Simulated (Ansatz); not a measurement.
# ZnCu2SnS4: which shell does photoemission see at 21.2 and 150 eV? (LDA)

The valence band of ZnCu2SnS4 mixes several shells. Work out by hand which one leads the spectrum's area at each photon energy.

Filled states come from the projected DOS of Ansatz 0.2.0 (LDA, plane waves); cross sections σ and asymmetry parameters β are those of free atoms in a Dirac–Hartree–Slater calculation. A shell's area is states × σ × angular factor, which is 1 + β·P₂(cos θ) for linear light, with θ = 0° from the polarisation and P₂ = 1.000.

**At 21.2 eV** (states counted from 11.2 eV below the zero; other shells add 3 to the products' sum of 78.4):

| shell | filled states a cell | cross section (Mb an electron) | β | angular factor | product | share by hand (%) | share in the simulated spectrum (%) |
| --- | --- | --- | --- | --- | --- | --- | --- |
| Zn 3d | 9.89 | 0.394 | 0.01 | 1.01 | 3.95 | 5 | 5 |
| Cu 3d | 19.46 | 0.796 | -0.20 | 0.80 | 12.3 | 16 | 16 |
| S 3p | 19.21 | 1.08 | 1.85 | 2.85 | 59.1 | 75 | 75 |

**At 150 eV** (states counted from 23.9 eV below the zero; other shells add 1.7 to the products' sum of 30.7):

| shell | filled states a cell | cross section (Mb an electron) | β | angular factor | product | share by hand (%) | share in the simulated spectrum (%) |
| --- | --- | --- | --- | --- | --- | --- | --- |
| Zn 3d | 9.97 | 0.509 | 0.83 | 1.83 | 9.3 | 30 | 30 |
| Cu 3d | 19.58 | 0.438 | 0.89 | 1.89 | 16.2 | 53 | 53 |
| S 3p | 19.31 | 0.0706 | 1.59 | 2.59 | 3.53 | 11 | 12 |

S 3p leads at 21.2 eV and Cu 3d at 150 eV. Between the two energies σ of S 3p changes by a factor 0.065 and that of Cu 3d by 0.55, so their ratio moves 8.4-fold in favour of the second. The simulated spectrum uses the same rule on the energy-resolved DOS, so the two share columns agree within a few points.

Only crystals where the two columns agree within 4 points and the lead is clear are worked in this form. Free-atom cross sections ignore the solid's final states, no escape depth or background enters, and the count of states a shell hangs on the projection.
